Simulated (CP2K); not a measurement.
Two runs for the N K edge of 2-ethynylpyridine. Run A: CP2K XAS_TDP, all-electron GAPW, PBEh(45%), aug-cc-pVDZ, TDA, no relativity. Run B has a fault in its input.

First lines with a strength over 0.0015. A:

```tsv
atom	energy (eV)	states	strength, one atom
N8 (bonded to 2 C)	394.67	1	0.0509
	399.82	1	0.0041
	401.70	1	0.0032
	402.13	1	0.0038
	402.28	1	0.0031
```

B:

```tsv
atom	energy (eV)	states	strength, one atom
N8 (bonded to 2 C)	400.12	1	0.0071
	400.74	1	0.0108
	404.61	1	0.0046
```

**Question.** What went wrong in run B?

Exact exchange is left out of the kernel though the ground state has it (exact exchange in the kernel to 0). Against PBEh(45%) in aug-cc-pVDZ, the leading line moves by +5.45 eV, to 400.12 eV; the strength of N8's goes from 0.0509 to 0.0071, so the two may not be the same state. The next line of N8 over the strength cut lies 0.62 eV higher, against 5.15. Another fault could leave a like mark.

[Banner, clock and machine lines of the logs are left out without a mark of their own.]

[Logs are printed without paths, hosts, clocks, repeated set-up lines and the standing remarks that a program may print on its own settings, such as how far it seeks lower states.]

[Hosts, paths, dates, database ids (printed as entryN), source tags and the programs' standing remarks are cut or masked in the printed files.]
